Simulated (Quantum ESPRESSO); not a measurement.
# Te2Mo (P6_3/mmc): zone-centre phonons

Aim: the zone-centre modes of Te2Mo (P6_3/mmc).

Program: Quantum ESPRESSO 7.5. Level of theory: DFT LDA, scalar-relativistic, plane waves, GBRV ultrasoft pseudopotentials. Results are calculated unless marked as measured.

The experiments to compare with:

For MoTe2, 2H (bulk crystal, literature), “MBE growth of 2H-MoTe2 and 1T'-MoTe2 on 3D substrates” (2017, arxiv:1705.00651) quotes earlier work: lattice constant a 3.52085 Å [literature value quoted for comparison]; lattice constant c 13.9664 Å [literature value quoted for comparison].

For MoTe2, 2H (alpha) (exfoliated flakes 32 nm to 20 um thick, from chemical vapour transport crystal, 300 K), “Surface transport and band gap structure of exfoliated 2H-MoTe2 crystals” (2014, arxiv:1407.1219) gives, by optical transmission spectroscopy: band gap (indirect optical gap from extrapolated square root of absorption …) 0.88 ± 0.05 eV [Extrapolated absorption onset; value is gap plus or minus an unresolved phonon energy …].

## Step 1: The starting structure

It takes space group P6_3/mmc (No. 194, hexagonal). Conventional cell: a = 3.518 Å, b = 3.518 Å, c = 13.974 Å, α = 90.00°, β = 90.00°, γ = 120.00°. Te has 3 Mo at 2.72 Å nearest. Nearest to Mo lie 6 Te at 2.72 Å. Farther neighbours and most contacts between anions are not listed.

## Step 2: A probe with smearing

Before anything dear is run, a loose run with smearing shows whether this is a metal and how far the cell is from rest.

Contents of probe.in:

```
 &control
    calculation='scf',
    prefix='x',
    outdir='./tmp',
    pseudo_dir='./pseudo',
    tprnfor=.true.,
    tstress=.true.,
    verbosity='high',
 /
 &system
    ibrav=4,
    celldm(1)=6.64843445,
    celldm(3)=3.97180376,
    nat=6,
    ntyp=2,
    ecutwfc=40.0,
    ecutrho=240.0,
    occupations='smearing',
    smearing='gaussian',
    degauss=0.01,
 /
 &electrons
    conv_thr=1.0d-07,
    mixing_beta=0.7,
    electron_maxstep=100,
 /
ATOMIC_SPECIES
 Te    127.6000  Te.upf
 Mo     95.9500  Mo.upf
ATOMIC_POSITIONS crystal
 Te     0.333333333   0.666666667   0.621000000
 Te     0.666666667   0.333333333   0.121000000
 Te     0.333333333   0.666666667   0.879000000
 Te     0.666666667   0.333333333   0.379000000
 Mo     0.333333333   0.666666667   0.250000000
 Mo     0.666666667   0.333333333   0.750000000
K_POINTS automatic
 6 6 2 0 0 0
```

Command:

```sh
$ OMP_NUM_THREADS=1 mpirun -n 8 pw.x -nk 8 -in probe.in > probe.out
```

Log:

```text
[banners, grids, parts of the stress and lines that vanish by symmetry left out]
Program PWSCF v.7.5
     bravais-lattice index     =            4
     lattice parameter (alat)  =       6.6484  a.u.
[...]
kinetic-energy cutoff     =      40.0000  Ry
     charge density cutoff     =     240.0000  Ry
     scf convergence threshold =      1.0E-07
[...]
Exchange-correlation= SLA  PZ   NOGX NOGC
                           (   1   1   0   0   0   0   0)
[...]
24 Sym. Ops., with inversion, found (12 have fractional translation)
[...]
(     0          1          0      )
                  (     0          0          1      )
[...]
(  0.0000000  1.0000000  0.0000000 )
                  (  0.0000000  0.0000000  1.0000000 )
[...]
(     0         -1          0      )       (  0.0000000 )
[...]
number of k points=    14  Gaussian smearing, width (Ry)=  0.0100
[...]
End of self-consistent calculation
[...]
the Fermi energy is    10.1582 ev
!    total energy              =    -385.26920958 Ry
[...]
convergence has been achieved in  12 iterations
[...]
atom    1 type  1   force =     0.00000000    0.00000000    0.00522512
     atom    2 type  1   force =     0.00000000    0.00000000    0.00522512
     atom    3 type  1   force =     0.00000000    0.00000000   -0.00522512
     atom    4 type  1   force =    -0.00000000   -0.00000000   -0.00522512
     atom    5 type  2   force =    -0.00000000   -0.00000000   -0.00000000
     atom    6 type  2   force =     0.00000000    0.00000000    0.00000000
[...]
Total force =     0.010450     Total SCF correction =     0.000585
[...]
total   stress  (Ry/bohr**3)                   (kbar)     P=      -20.49
[...]
XML data file, charge density, pseudopotentials, collected wavefunctions

   JOB DONE.
```

Wall time 12 s (8 MPI ranks of Intel Xeon Platinum 8259CL at 2.50GHz (Skylake/Cascade Lake), shared host); 98 s of CPU time.

This step gave:

- volume per atom: 24.96 Å³
- pressure: -2.049 GPa
- gap on the k-mesh: 0.7397 eV

A gap of 0.74 eV opens on this mesh, so the crystal is taken as an insulator; the start stands at -2.0 GPa.

## Step 3: Relaxing the cell and atoms

The relaxation runs at a cutoff a fifth above that of the response, since stress converges more slowly with the basis than frequencies do. Forces and stress are brought to rest with tight thresholds.

Contents of relax.in:

```
 &control
    calculation='vc-relax',
    prefix='x',
    outdir='./tmp',
    pseudo_dir='./pseudo',
    tprnfor=.true.,
    tstress=.true.,
    forc_conv_thr=2.0d-05,
    etot_conv_thr=1.0d-07,
    nstep=40,
 /
 &system
    ibrav=4,
    celldm(1)=6.64843445,
    celldm(3)=3.97180376,
    nat=6,
    ntyp=2,
    ecutwfc=48,
    ecutrho=288.0,
    occupations='fixed',
    nbnd=28,
 /
 &electrons
    conv_thr=1.0d-11,
    mixing_beta=0.7,
    electron_maxstep=100,
 /
 &ions
 /
 &cell
    press_conv_thr=0.2,
 /
ATOMIC_SPECIES
 Te    127.6000  Te.upf
 Mo     95.9500  Mo.upf
ATOMIC_POSITIONS crystal
 Te     0.333333333   0.666666667   0.621000000
 Te     0.666666667   0.333333333   0.121000000
 Te     0.333333333   0.666666667   0.879000000
 Te     0.666666667   0.333333333   0.379000000
 Mo     0.333333333   0.666666667   0.250000000
 Mo     0.666666667   0.333333333   0.750000000
K_POINTS automatic
 9 9 2 0 0 0
```

Command:

```sh
$ OMP_NUM_THREADS=1 mpirun -n 8 pw.x -nk 8 -in relax.in > relax.out
```

Log:

```text
[banners, grids, parts of the stress and lines that vanish by symmetry left out]
[banner, memory and clock lines left out]
Program PWSCF v.7.5

[...]
kinetic-energy cutoff     =      48.0000  Ry
     charge density cutoff     =     288.0000  Ry
     scf convergence threshold =      1.0E-11
[...]
energy convergence thresh.=      1.0E-07
     force convergence thresh. =      2.0E-05
     press convergence thresh. =      2.0E-01
     Exchange-correlation= SLA  PZ   NOGX NOGC
                           (   1   1   0   0   0   0   0)
[...]
24 Sym. Ops., with inversion, found (12 have fractional translation)
[...]
number of k points=    24
[...]
End of self-consistent calculation
[...]
highest occupied, lowest unoccupied level (ev):     9.8097   10.5131
!    total energy              =    -385.27075430 Ry
[...]
convergence has been achieved in  18 iterations
[...]
atom    1 type  1   force =    -0.00000000   -0.00000000    0.00538535
     atom    2 type  1   force =    -0.00000000   -0.00000000    0.00538535
     atom    3 type  1   force =     0.00000000    0.00000000   -0.00538535
     atom    4 type  1   force =     0.00000000    0.00000000   -0.00538535
     atom    5 type  2   force =    -0.00000000   -0.00000000   -0.00000000
     atom    6 type  2   force =     0.00000000    0.00000000    0.00000000
     Total force =     0.010771     Total SCF correction =     0.000003
[...]
total   stress  (Ry/bohr**3)                   (kbar)     P=      -20.54
[...]
number of bfgs steps    =   0
[...]
CELL_PARAMETERS (alat=  6.64843445)
[...]
ATOMIC_POSITIONS (crystal)
Te               0.3333333330        0.6666666670        0.6212039421
Te               0.6666666670        0.3333333330        0.1212039421
Te               0.3333333330        0.6666666670        0.8787960579
Te               0.6666666670        0.3333333330        0.3787960579
[...]
New effective cutoffs (rho, wfc):  289.98   48.34
[...]
End of self-consistent calculation
[...]
highest occupied, lowest unoccupied level (ev):     9.9762   10.6748
!    total energy              =    -385.27179904 Ry
[...]
convergence has been achieved in  15 iterations
[...]
atom    1 type  1   force =     0.00000000    0.00000000   -0.00193559
     atom    2 type  1   force =     0.00000000    0.00000000   -0.00193559
     atom    3 type  1   force =    -0.00000000   -0.00000000    0.00193559
     atom    4 type  1   force =     0.00000000    0.00000000    0.00193559
     atom    5 type  2   force =    -0.00000000   -0.00000000   -0.00000000
     atom    6 type  2   force =     0.00000000    0.00000000   -0.00000000
     Total force =     0.003871     Total SCF correction =     0.000005
[...]
total   stress  (Ry/bohr**3)                   (kbar)     P=       -7.82
[...]
number of bfgs steps    =   1
[...]
CELL_PARAMETERS (alat=  6.64843445)
[...]
ATOMIC_POSITIONS (crystal)
[...]
New effective cutoffs (rho, wfc):  291.62   48.62
[...]
End of self-consistent calculation
[...]
highest occupied, lowest unoccupied level (ev):    10.0782   10.7775
!    total energy              =    -385.27207962 Ry
[...]
convergence has been achieved in   9 iterations
[...]
atom    1 type  1   force =    -0.00000000   -0.00000000   -0.00472057
     atom    2 type  1   force =    -0.00000000    0.00000000   -0.00472057
[...]
number of bfgs steps    =   8
[...]
highest occupied, lowest unoccupied level (ev):    10.3701   11.0023
!    total energy              =    -385.27258476 Ry
[...]
convergence has been achieved in  13 iterations
[...]
Total force =     0.001941     Total SCF correction =     0.000003
[...]
total   stress  (Ry/bohr**3)                   (kbar)     P=       -1.07
[...]
number of bfgs steps    =   9
[...]
highest occupied, lowest unoccupied level (ev):    10.3740   11.0053
!    total energy              =    -385.27258958 Ry
[...]
convergence has been achieved in  10 iterations
[...]
Total force =     0.000774     Total SCF correction =     0.000000
[...]
total   stress  (Ry/bohr**3)                   (kbar)     P=       -0.44
[...]
number of bfgs steps    =  10
[...]
New effective cutoffs (rho, wfc):  296.57   49.57
[...]
highest occupied, lowest unoccupied level (ev):    10.3727   11.0053
!    total energy              =    -385.27259446 Ry
[...]
convergence has been achieved in  10 iterations
[...]
Total force =     0.000003     Total SCF correction =     0.000000
[...]
total   stress  (Ry/bohr**3)                   (kbar)     P=       -0.01
[...]
number of bfgs steps    =  11
[...]
small trust_radius: resetting bfgs history
[...]
CELL_PARAMETERS (alat=  6.64843445)
[...]
ATOMIC_POSITIONS (crystal)
[...]
New effective cutoffs (rho, wfc):  296.57   49.57
[...]
End of self-consistent calculation
[...]
highest occupied, lowest unoccupied level (ev):    10.3728   11.0054
!    total energy              =    -385.27259446 Ry
[...]
convergence has been achieved in   4 iterations
[...]
atom    5 type  2   force =    -0.00000000   -0.00000000    0.00000000
     atom    6 type  2   force =     0.00000000    0.00000000   -0.00000000
     Total force =     0.000003     Total SCF correction =     0.000000
[...]
total   stress  (Ry/bohr**3)                   (kbar)     P=       -0.01
[...]
bfgs converged in  13 scf cycles and  12 bfgs steps
[...]
End of BFGS Geometry Optimization
     Final enthalpy           =    -385.2725944607 Ry
     File ./tmp/x.bfgs deleted, as requested
[...]
CELL_PARAMETERS (alat=  6.64843445)
[...]
ATOMIC_POSITIONS (crystal)
[...]
Mo               0.3333333330        0.6666666670        0.2500000000
Mo               0.6666666670        0.3333333330        0.7500000000
[...]
Final scf calculation at the relaxed structure.
[...]
kinetic-energy cutoff     =      48.0000  Ry
     charge density cutoff     =     288.0000  Ry
     scf convergence threshold =      1.0E-13
[...]
press convergence thresh. =      2.0E-01
     Exchange-correlation= SLA  PZ   NOGX NOGC
                           (   1   1   0   0   0   0   0)
[...]
24 Sym. Ops., with inversion, found (12 have fractional translation)
[...]
number of k points=    24
[...]
c_bands:  2 eigenvalues not converged
[...]
End of self-consistent calculation
[...]
highest occupied, lowest unoccupied level (ev):    10.3728   11.0055
!    total energy              =    -385.27239407 Ry
[...]
convergence has been achieved in  37 iterations
[...]
atom    1 type  1   force =    -0.00000000   -0.00000000   -0.00000370
     atom    2 type  1   force =    -0.00000000    0.00000000   -0.00000370
     atom    3 type  1   force =     0.00000000    0.00000000    0.00000370
     atom    4 type  1   force =     0.00000000    0.00000000    0.00000370
     atom    5 type  2   force =     0.00000000    0.00000000    0.00000000
     atom    6 type  2   force =    -0.00000000   -0.00000000   -0.00000000
     Total force =     0.000007     Total SCF correction =     0.000000
[...]
total   stress  (Ry/bohr**3)                   (kbar)     P=       -0.13
[...]
XML data file, charge density, pseudopotentials, collected wavefunctions
```

It took 4.1 min on 8 MPI ranks.

The steps of the relaxation:

| step | energy less that of the first step (eV) | largest force (eV/Å) | pressure (GPa) | volume (Å³) |
| --- | --- | --- | --- | --- |
| 1 | 0.0000 | 0.1385 | -2.05 | 149.79 |
| 2 | -0.0142 | 0.0498 | -0.78 | 148.23 |
| 3 | -0.0180 | 0.1214 | -0.11 | 147.18 |
| 4 | -0.0200 | 0.1157 | 0.12 | 146.54 |
| 5 | -0.0216 | 0.0615 | 0.13 | 145.94 |
| 6 | -0.0221 | 0.0265 | 0.02 | 145.82 |
| 7 | -0.0229 | 0.0100 | -0.12 | 145.66 |
| 8 | -0.0237 | 0.0300 | -0.20 | 145.46 |
| 9 | -0.0245 | 0.0378 | -0.21 | 145.15 |
| 10 | -0.0249 | 0.0250 | -0.11 | 144.69 |
| 11 | -0.0250 | 0.0100 | -0.04 | 144.67 |
| 12 | -0.0250 | 0.0000 | 0.00 | 144.68 |
| 13 | -0.0250 | 0.0000 | 0.00 | 144.68 |
| 14 | -0.0223 | 0.0001 | -0.01 | 144.68 |

| conventional cell, symmetrised | before | after | change |
| --- | --- | --- | --- |
| a (Å) | 3.518 | 3.486 | -0.9 % |
| b (Å) | 3.518 | 3.486 | -0.9 % |
| c (Å) | 13.974 | 13.747 | -1.6 % |
| volume (Å³/atom) | 24.96 | 24.11 | -3.4 % |

The atoms that moved most (Å, as changes of fractional coordinates times the final cell):

| atom | dx | dy | dz | length |
| --- | --- | --- | --- | --- |
| Te2 | 0.000 | 0.000 | -0.029 | 0.029 |
| Te1 | 0.000 | 0.000 | -0.029 | 0.029 |
| Te3 | 0.000 | 0.000 | 0.029 | 0.029 |
| Te4 | 0.000 | 0.000 | 0.029 | 0.029 |

The relaxed structure:

```
CELL_PARAMETERS angstrom
3.48608 0.00000 0.00000
-1.74304 3.01904 0.00000
0.00000 0.00000 13.74686
ATOMIC_POSITIONS crystal
Te 0.33333 0.66667 0.61889
Te 0.66667 0.33333 0.11889
Te 0.33333 0.66667 0.88111
Te 0.66667 0.33333 0.38111
Mo 0.33333 0.66667 0.25000
Mo 0.66667 0.33333 0.75000
```

The last row of the table of steps is pw.x's closing run on a basis chosen anew for the final cell, so its energy can jump.

Read from the output:

| Property | Result |
| --- | --- |
| volume per atom | 24.11 Å³ |
| pressure | -0.01267 GPa |
| gap on the k-mesh | 0.6327 eV |

The volume changes by -3.4 % from the cell with which this run began.

## Step 4: Self-consistent run for the response

Perturbation theory inherits every error of the wavefunctions, so the threshold is set near the limit of the arithmetic. With a gap, occupations are fixed, which also allows the response to an electric field.

Contents of scf.in:

```
 &control
    calculation='scf',
    prefix='x',
    outdir='./tmp',
    pseudo_dir='./pseudo',
    tprnfor=.true.,
    tstress=.true.,
 /
 &system
    ibrav=4,
    celldm(1)=6.58774194,
    celldm(3)=3.94335531,
    nat=6,
    ntyp=2,
    ecutwfc=40.0,
    ecutrho=240.0,
    occupations='fixed',
    nbnd=28,
 /
 &electrons
    conv_thr=1.0d-12,
    mixing_beta=0.7,
    electron_maxstep=100,
 /
ATOMIC_SPECIES
 Te    127.6000  Te.upf
 Mo     95.9500  Mo.upf
ATOMIC_POSITIONS crystal
 Te     0.333333333   0.666666667   0.618884981
 Te     0.666666667   0.333333333   0.118884981
 Te     0.333333333   0.666666667   0.881115019
 Te     0.666666667   0.333333333   0.381115019
 Mo     0.333333333   0.666666667   0.250000000
 Mo     0.666666667   0.333333333   0.750000000
K_POINTS automatic
 9 9 2 0 0 0
```

Command:

```sh
$ OMP_NUM_THREADS=1 mpirun -n 8 pw.x -nk 8 -in scf.in > scf.out
```

Log:

```text
[banners, grids, parts of the stress and lines that vanish by symmetry left out]
[banner, memory and clock lines left out]
Program PWSCF v.7.5

[...]
kinetic-energy cutoff     =      40.0000  Ry
     charge density cutoff     =     240.0000  Ry
     scf convergence threshold =      1.0E-12
[...]
Exchange-correlation= SLA  PZ   NOGX NOGC
                           (   1   1   0   0   0   0   0)
[...]
24 Sym. Ops., with inversion, found (12 have fractional translation)
[...]
number of k points=    24
[...]
End of self-consistent calculation
[...]
highest occupied, lowest unoccupied level (ev):    10.3730   11.0056
!    total energy              =    -385.27087995 Ry
[...]
convergence has been achieved in  21 iterations
[...]
atom    1 type  1   force =     0.00000000    0.00000000    0.00002979
     atom    2 type  1   force =     0.00000000   -0.00000000    0.00002979
     atom    3 type  1   force =     0.00000000    0.00000000   -0.00002979
     atom    4 type  1   force =    -0.00000000   -0.00000000   -0.00002979
     atom    5 type  2   force =    -0.00000000    0.00000000   -0.00000000
     atom    6 type  2   force =     0.00000000   -0.00000000    0.00000000
     Total force =     0.000060     Total SCF correction =     0.000000
[...]
total   stress  (Ry/bohr**3)                   (kbar)     P=        0.48
[...]
XML data file, charge density, pseudopotentials, collected wavefunctions
```

The job ended after 24 s (8 MPI ranks).

Numbers from this step:

| Property | Result |
| --- | --- |
| pressure | 0.04800 GPa |
| gap on the k-mesh | 0.6326 eV |

The cell stands at 0.048 GPa, close enough for phonons.

[end of part 1 of 3]

[Host names and launcher messages were left out of these logs when they were recorded.]

[Logs are printed without paths, hosts, clocks, repeated set-up lines and the standing remarks that a program may print on its own settings, such as how far it seeks lower states.]

[Hosts, paths, dates, database ids (printed as entryN), source tags and the programs' standing remarks are cut or masked in the printed files.]
